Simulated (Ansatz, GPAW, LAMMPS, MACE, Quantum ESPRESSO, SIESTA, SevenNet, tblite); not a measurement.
**Other levels on liquid (Cs,Li,Na)Cl at 1300 K (98 atoms)**

Density of this cell: 1.95 g/cm³. The cell holds 98 atoms: 15 Cs, 21 Li, 13 Na and 49 Cl. Its edges and angles: a = 15.265 Å, b = 15.265 Å, c = 15.265 Å, α = 90.0°, β = 90.0°, γ = 90.0°. 98 atoms (15 Cs, 21 Li, 13 Na, 49 Cl) placed at random at 1.95 g/cm³, melted at 1800 K for 10 ps at fixed volume with the Lennard-Jones and Coulomb ion parameters for SPC/E (Joung and Cheatham, J. Phys. Chem. B 112, 9020 (2008)), full charges. Snapshot at the end of a hold of 20 ps at 1300 K and fixed volume.

Geometry: as built.

The reference, a calculation:

* method: Kohn-Sham DFT, PBE, PAW, plane waves (Ansatz 0.2.0); cutoff 420 eV, Γ point, fermi-dirac smearing of 0.05 eV; PAW set soft_2
* r.m.s. force component: 0.3723 eV/Å
* longest force: 1.785 eV/Å
* pressure: -0.3554 GPa
* gap (highest filled to lowest empty level): 2.919 eV
* SCF cycles: 8
* time: 57 s on 4 threads of Arm Neoverse V1, shared host
* CPU time: 3.7 min

Q: Estimate the differences from the reference, the CPU time and the memory of each run.
- SevenNet 0 potential (SevenNet 0; 1 thread)
- SIESTA PBE, SZP, shift 0.01 Ry, mesh 500 Ry (SIESTA 5.4.2; 2 MPI ranks)
- GPAW PBE, LCAO dzp, h 0.22 Å (GPAW 26.7.0; 1 thread)
- SevenNet l3i5 potential (SevenNet l3i5; 1 thread)
- SIESTA PBE, DZP, shift 0.02 Ry, mesh 500 Ry (SIESTA 5.4.2; 2 MPI ranks)
- QE PBE, sssp-1.3.0-efficiency, 45/360 Ry (Quantum ESPRESSO 7.5; 1 thread)
- SIESTA PBE, TZP, shift 0.01 Ry, mesh 500 Ry (SIESTA 5.4.2; 4 MPI ranks)
- SIESTA PBE, DZP, shift 0.01 Ry, mesh 500 Ry (SIESTA 5.4.2; 2 MPI ranks)
- GPAW PBE, LCAO dzp, h 0.2 Å (GPAW 26.7.0; 1 thread)
- MACE MP-0b2 small potential (MACE MP-0b2 small; 1 thread)

Differences are against the plane-wave reference, forces as r.m.s. over components; share is that over the reference's r.m.s. force, slope the least-squares factor from reference forces to these. Total energies of different programs have different zeros and aren't compared.

```csv
run,"Δ force, r.m.s. (meV/Å)",share (%),slope,Δ pressure (GPa),Δ gap (eV),cores,CPU time,memory (GiB)
reference,-,-,-,-,-,4,3.7 min,4.3
SevenNet 0 potential,71.0,19.1,1.030,0.0556,-,1,7.6 s,0.7
"SIESTA PBE, SZP, shift 0.01 Ry, mesh 500 Ry (coarse)",130,35.0,1.256,-0.793,-0.566,2,7.2 min,3.8
"GPAW PBE, LCAO dzp, h 0.22 Å (coarse)",45.4,12.2,1.065,-,-0.130,1,6.5 min,2.4
SevenNet l3i5 potential,59.7,16.0,1.016,-0.0473,-,1,9.7 s,0.94
"SIESTA PBE, DZP, shift 0.02 Ry, mesh 500 Ry",152,40.8,1.270,-2.35,-0.659,2,6.7 min,3.5
"QE PBE, sssp-1.3.0-efficiency, 45/360 Ry",6.08,1.63,0.991,-0.0223,0.0022,1,36 min,9.1
"SIESTA PBE, TZP, shift 0.01 Ry, mesh 500 Ry",96.1,25.8,1.188,-0.779,-0.432,4,10 min,4.9
"SIESTA PBE, DZP, shift 0.01 Ry, mesh 500 Ry",95.1,25.5,1.187,-0.692,-0.432,2,8.6 min,4.1
"GPAW PBE, LCAO dzp, h 0.2 Å",47.0,12.6,1.062,-,-0.130,1,8.8 min,3.2
MACE MP-0b2 small potential,93.1,25.0,1.045,-0.257,-,1,7.2 s,0.67
```

Rows marked coarse were listed beforehand as settings not expected to be converged; some can still land near the reference.

Times of the machine-learned potentials are mostly Python's start and the loading of weights.

CPU time is summed over cores on a shared host, where runs went side by side, so it is rough. Symmetry, cutoffs, thresholds, outputs and thread counts weren't matched or tuned between programs; memory under MPI is the largest rank's times the ranks.

PBE on plane waves or a grid with other potentials, cutoffs or grids, coarse settings apart, differs from the reference by 1.6 % (QE PBE, sssp-1.3.0-efficiency, 45/360 Ry) of the r.m.s. force; this holds the reference's own error, so differences of a few per cent don't tell which side is nearer the exact PBE result (QE's 45 Ry are 612 eV, against the reference's 420 eV). The PBE runs in local orbitals, coarse settings apart, differ by 13 % (GPAW PBE, LCAO dzp, h 0.2 Å) to 41 % (SIESTA PBE, DZP, shift 0.02 Ry, mesh 500 Ry); basis, grid and potentials can all enter. Machine-learned potentials differ by 16 % (SevenNet l3i5 potential) to 25 % (MACE MP-0b2 small potential); they were trained on other programs' data. Runs with settings chosen to be coarse differ by 12 % (GPAW PBE, LCAO dzp, h 0.22 Å) to 35 % (SIESTA PBE, SZP, shift 0.01 Ry, mesh 500 Ry), their programs' other errors included. The network of bonds at the start is that of the classical potential that made the cell, and needn't be the one that DFT or experiment would give. The electronic-structure runs sample only Γ, in a cell whose shortest periodic width is 15 Å.

[Logs are printed without paths, hosts, clocks, repeated set-up lines and the standing remarks that a program may print on its own settings, such as how far it seeks lower states.]

[Hosts, paths, dates, database ids (printed as entryN), source tags and the programs' standing remarks are cut or masked in the printed files.]
